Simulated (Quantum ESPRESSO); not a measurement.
## How CaO (Lime) absorbs and reflects light

Aim: the dielectric function of CaO (Lime), and the optical constants that follow from it.

Main program and level: Quantum ESPRESSO 7.5; DFT, PBE, plane waves with norm-conserving potentials (PseudoDojo), scalar-relativistic, independent-particle optical response without local fields and without the non-local commutator.

Report form: the programs' logs are mostly left out.

## Step 1: Starting point

Symmetry: Fm-3m, No. 225, cubic system. Conventional cell: a = 4.813 Å, b = 4.813 Å, c = 4.813 Å, α = 90.00°, β = 90.00°, γ = 90.00°. Ca has 6 O at 2.41 Å nearest. Nearest to O lie 6 Ca at 2.41 Å. Farther neighbours and most contacts between anions are not listed.

## Step 2: Ground state

The self-consistent density comes first; it also tells whether there is a gap, which decides the occupations and the need for a Drude term.

This step: DFT, PBE, plane waves with norm-conserving potentials (PseudoDojo), scalar-relativistic, ground state (Quantum ESPRESSO 7.5).

The input, scf.in:

```
&control
  calculation = 'scf'
  prefix = 'x'
  outdir = './tmp'
  pseudo_dir = './'
  verbosity = 'high'
/
&system
  ibrav = 0
  nat = 2
  ntyp = 2
  ecutwfc = 90
  occupations = 'smearing'
  smearing = 'fd'
  degauss = 0.003675
  nbnd = 12
/
&electrons
  conv_thr = 1e-09
  electron_maxstep = 100
/
ATOMIC_SPECIES
  Ca 1.0 Ca.upf
  O 1.0 O.upf
CELL_PARAMETERS angstrom
  0.000000000000 2.406500000000 2.406500000000
  2.406500000000 0.000000000000 2.406500000000
  2.406500000000 2.406500000000 0.000000000000
ATOMIC_POSITIONS crystal
  Ca 0.000000000000 0.000000000000 0.000000000000
  O 0.500000000000 0.500000000000 0.500000000000
K_POINTS automatic
  8 8 8 0 0 0
```

Command:

```
$ mpirun -n 4 pw.x -nk 4 -in scf.in
```

Run time: 4.5 s. Hardware: 4 MPI ranks of Arm Neoverse V2, shared host; peak memory 0.07 GiB; 18 s of CPU time.

This step gave:

- total energy: -110.8 Ry
- gap on the k-mesh: 3.662 eV
- direct gap on the mesh: 4.036 eV

There is a gap, 3.66 eV on this mesh (points off the mesh can give less), so no carriers' term is needed.

## Step 3: Ground state with the final occupations

With the gap or the metal settled, the ground state is repeated with the fitting occupations, and the later steps take its density.

Changes to scf.in since step 2:

```diff
@@ -12,6 +12,3 @@
   ecutwfc = 90
-  occupations = 'smearing'
-  smearing = 'fd'
-  degauss = 0.003675
-  nbnd = 12
+  occupations = 'fixed'
 /
```

Command:

```
$ mpirun -n 4 pw.x -nk 4 -in scf.in
```

Elapsed: 4.6 s, on 4 MPI ranks; peak memory 0.07 GiB.

## Step 4: Bands on the whole mesh, 12×12×12

The response needs many more empty bands than the density does.

This step: DFT, PBE, plane waves with norm-conserving potentials (PseudoDojo), scalar-relativistic, bands at fixed density (Quantum ESPRESSO 7.5).

nscf.in, as its differences from scf.in of step 3:

```diff
@@ -1,3 +1,3 @@
 &control
-  calculation = 'scf'
+  calculation = 'nscf'
   prefix = 'x'
@@ -5,3 +5,2 @@
   pseudo_dir = './'
-  verbosity = 'high'
 /
@@ -13,2 +12,5 @@
   occupations = 'fixed'
+  nbnd = 22
+  nosym = .true.
+  noinv = .true.
 /
@@ -17,2 +19,3 @@
   electron_maxstep = 100
+  diago_full_acc = .true.
 /
@@ -29,2 +32,2 @@
 K_POINTS automatic
-  8 8 8 0 0 0
+  12 12 12 0 0 0
```

Command:

```
$ mpirun -n 4 pw.x -nk 4 -in nscf.in
```

Elapsed: 4.4 min, on 4 MPI ranks; peak memory 0.05 GiB.

## Step 5: Dielectric function

The spectrum is a sum over vertical transitions between filled and empty bands at the fixed density, so many empty bands are needed.

This step: DFT, PBE, plane waves with norm-conserving potentials (PseudoDojo), scalar-relativistic, independent-particle optical response without local fields and without the non-local commutator (Quantum ESPRESSO 7.5).

The input, epsilon.in:

```
&inputpp
  prefix = 'x'
  outdir = './tmp'
  calculation = 'eps'
/
&energy_grid
  smeartype = 'gauss'
  intersmear = 0.3
  wmin = 0.0
  wmax = 22
  nw = 500
/
```

Command:

```
$ mpirun -n 4 epsilon.x -nk 4 -in epsilon.in
```

Run time: 1.7 s. Hardware: 4 MPI ranks; peak memory 0.05 GiB; 6.5 s of CPU time.

Numbers from this step:

```
electronic dielectric constant ε∞, mean over x, y and z (by symmetry where fewer were run) : 4.830
main peak of Im epsilon, first axis                                                        : 9.487 eV
centre of weight of the strongest loss peak in the window                                  : 12.59 eV
```

Values under the direct gap are tails of Lorentzian lines. The Im ε, any direction by photon energy; read off at these points:

| photon energy (eV) | Im ε, any direction |
| --- | --- |
| 0.0 | 0 |
| 1.0 | 0.0177 |
| 2.0 | 0.0417 |
| 3.0 | 0.0893 |
| 4.0 | 0.445 |
| 5.0 | 2.27 |
| 6.0 | 3.66 |
| 7.0 | 3.98 |
| 8.0 | 6.76 |
| 8.6 | 7.85 |
| 9.0 | 6.89 |
| 9.5 | 10.4 |
| 10.0 | 6.56 |
| 11.0 | 2.32 |
| 12.0 | 0.779 |
| 13.0 | 0.702 |
| 14.0 | 0.617 |
| 15.0 | 1.78 |
| 16.0 | 1.17 |
| 17.0 | 1.06 |
| 18.0 | 0.782 |
| 19.0 | 0.868 |
| 20.0 | 0.762 |
| 21.0 | 1.04 |
| 22.0 | 1.01 |

The Re ε, any direction by photon energy:

photon energy (eV), Re ε, any direction and a bar from the least value:
```
      0.0       4.83 #######################
      0.5       4.84 #######################
      1.0       4.89 #######################
      1.5       4.96 #######################
      2.0       5.08 ########################
      2.5       5.25 ########################
      3.0       5.49 #########################
      3.5       5.87 ##########################
      4.0       6.53 ############################
      4.5       6.93 #############################
      5.0       7.31 ##############################
      5.5       6.76 ############################
      6.0       6.24 ###########################
      6.5       6.19 ###########################
      7.0       5.77 ##########################
      7.5       5.90 ##########################
      8.0       6.12 ###########################
      8.5       3.91 ####################
      9.0       3.25 ##################
      9.5       0.57 ###########
     10.0      -3.23 
     10.5      -2.87 #
     11.0      -2.67 ##
     11.5      -1.62 #####
     12.0      -0.59 ########
     12.5      -0.06 #########
     13.0       0.45 ##########
     13.5       0.70 ###########
     14.0       1.27 #############
     14.5       1.66 ##############
     15.0       1.49 #############
     15.5       1.18 #############
     16.0       1.06 ############
     16.5       1.12 ############
     17.0       1.00 ############
     17.5       1.11 ############
     18.0       1.30 #############
     18.5       1.47 #############
     19.0       1.16 #############
     19.5       1.53 ##############
     20.0       1.60 ##############
     20.5       1.91 ###############
     21.0       1.82 ##############
     21.5       1.96 ###############
     22.0       2.23 ################
```

Table of reflectivity at normal incidence, any direction by photon energy; read off at these points:

| photon energy (eV) | reflectivity at normal incidence, any direction (%) |
| --- | --- |
| 0.00 | 14.0 |
| 0.50 | 14.1 |
| 1.00 | 14.2 |
| 1.50 | 14.5 |
| 2.00 | 14.8 |
| 2.50 | 15.4 |
| 3.00 | 16.1 |
| 3.50 | 17.3 |
| 4.00 | 19.2 |
| 4.50 | 20.7 |
| 5.00 | 22.5 |
| 5.50 | 22.1 |
| 6.00 | 22.7 |
| 6.50 | 23.2 |
| 7.00 | 22.6 |
| 7.50 | 25.5 |
| 8.00 | 29.4 |
| 8.50 | 31.9 |
| 9.00 | 29.8 |
| 9.50 | 41.9 |
| 10.00 | 48.9 |
| 10.50 | 48.9 |
| 11.00 | 55.0 |
| 11.42 | 61.3 |
| 11.50 | 60.5 |
| 12.00 | 38.5 |
| 12.50 | 22.2 |
| 13.00 | 6.78 |
| 13.50 | 2.54 |
| 14.00 | 2.03 |
| 14.50 | 3.77 |
| 15.00 | 9.23 |
| 15.12 | 9.98 |
| 15.50 | 6.77 |
| 16.00 | 5.76 |
| 16.50 | 6.27 |
| 17.00 | 5.16 |
| 17.50 | 4.36 |
| 18.00 | 2.94 |
| 18.50 | 5.51 |
| 19.00 | 3.48 |
| 19.50 | 3.41 |
| 20.00 | 3.25 |
| 20.50 | 4.18 |
| 21.00 | 5.05 |
| 21.50 | 4.40 |
| 22.00 | 5.98 |

The refractive index n and extinction k by photon energy:

| photon energy (eV) | n | k |
| --- | --- | --- |
| 0 | 2.20 | 0 |
| 1 | 2.21 | 0.00401 |
| 2 | 2.25 | 0.00925 |
| 3 | 2.34 | 0.0191 |
| 4 | 2.56 | 0.0871 |
| 5 | 2.74 | 0.415 |
| 6 | 2.59 | 0.705 |
| 7 | 2.53 | 0.788 |
| 8 | 2.76 | 1.22 |
| 9 | 2.33 | 1.48 |
| 10 | 1.43 | 2.30 |
| 11 | 0.658 | 1.76 |
| 12 | 0.439 | 0.887 |
| 13 | 0.800 | 0.439 |
| 14 | 1.16 | 0.267 |
| 15 | 1.38 | 0.645 |
| 16 | 1.15 | 0.508 |
| 17 | 1.11 | 0.479 |
| 18 | 1.19 | 0.330 |
| 19 | 1.14 | 0.380 |
| 20 | 1.30 | 0.294 |
| 21 | 1.40 | 0.371 |
| 22 | 1.53 | 0.330 |

Values under the direct gap are tails of Lorentzian lines. The loss function −Im 1/ε at q → 0, any direction by energy loss; read off at these points:

| energy loss (eV) | loss function −Im 1/ε at q → 0, any direction |
| --- | --- |
| 0.00 | 0 |
| 0.50 | 3.6e-4 |
| 1.00 | 7.4e-4 |
| 1.50 | 0.00115 |
| 2.00 | 0.00162 |
| 2.50 | 0.00218 |
| 3.00 | 0.00296 |
| 3.50 | 0.00434 |
| 4.00 | 0.0104 |
| 4.50 | 0.0268 |
| 5.00 | 0.0387 |
| 5.50 | 0.0521 |
| 6.00 | 0.0700 |
| 6.50 | 0.0736 |
| 7.00 | 0.0810 |
| 7.50 | 0.0840 |
| 8.00 | 0.0813 |
| 8.50 | 0.102 |
| 9.00 | 0.119 |
| 9.50 | 0.0954 |
| 10.00 | 0.123 |
| 10.50 | 0.164 |
| 11.00 | 0.186 |
| 11.50 | 0.268 |
| 12.00 | 0.812 |
| 12.50 | 1.82 |
| 12.57 | 1.89 |
| 13.00 | 1.01 |
| 13.50 | 0.675 |
| 14.00 | 0.311 |
| 14.50 | 0.242 |
| 15.00 | 0.329 |
| 15.50 | 0.420 |
| 15.83 | 0.553 |
| 16.00 | 0.470 |
| 16.50 | 0.442 |
| 17.00 | 0.498 |
| 17.50 | 0.445 |
| 18.00 | 0.340 |
| 18.50 | 0.332 |
| 18.83 | 0.442 |
| 19.00 | 0.413 |
| 19.50 | 0.273 |
| 20.00 | 0.244 |
| 20.50 | 0.185 |
| 21.00 | 0.236 |
| 21.50 | 0.181 |
| 22.00 | 0.168 |

Optical constants at common wavelengths, from n + ik = √ε:

| wavelength (nm) | n | k | R (%) | 1/α |
| --- | --- | --- | --- | --- |
| 1550 | 2.21 | 0.003 | 14.2 | 39 µm |
| 1064 | 2.22 | 0.005 | 14.3 | 18 µm |
| 633 | 2.25 | 0.009 | 14.8 | 5.6 µm |
| 405 | 2.35 | 0.020 | 16.3 | 1.6 µm |
| 308 | 2.56 | 0.094 | 19.3 | 261 nm |
| 248 | 2.74 | 0.414 | 22.5 | 48 nm |
| 193 | 2.62 | 0.731 | 23.2 | 21 nm |

Below the direct gap, k and the depth come from the tails of the Lorentzian lines, not from transitions.

Rows near the edge hang on the gap, which this functional as a rule makes too small, and phonon-assisted absorption is left out.

## Step 6: Outcome

| Quantity | Value |
| --- | --- |
| electronic dielectric constant ε∞, mean over x, y and z (by symmetry where fewer were run) (independent particles) | 4.83 |
| main peak of Im epsilon, first axis | 9.49 eV |
| centre of weight of the strongest loss peak in the window, first axis | 12.6 eV |

In words: At this level (PBE, independent particles) CaO has ε∞ = 4.83 and n = 2.21 at 1550 nm, and Im ε peaks at 9.5 eV. Distinct maxima of Im ε, read by a parabola through the highest points, lie at 8.56 eV (7.9), 9.49 eV (10), 15.06 eV (1.8) and 18.57 eV (1.2). Excitons and phonon-assisted transitions are missing, and so are local fields; PBE gaps are as a rule too small, which pulls the onset down and ε∞ up. epsilon.x leaves out the commutator of the non-local potential, so its intensities are off, as a rule too high. The sum runs over mesh points, so small or evenly spaced maxima can still be ripples of the mesh.

[Machine, clock, banner and «Message from routine» lines are left out of the logs.]

[Logs are printed without paths, hosts, clocks, repeated set-up lines and the standing remarks that a program may print on its own settings, such as how far it seeks lower states.]

[Hosts, paths, dates, database ids (printed as entryN), source tags and the programs' standing remarks are cut or masked in the printed files.]
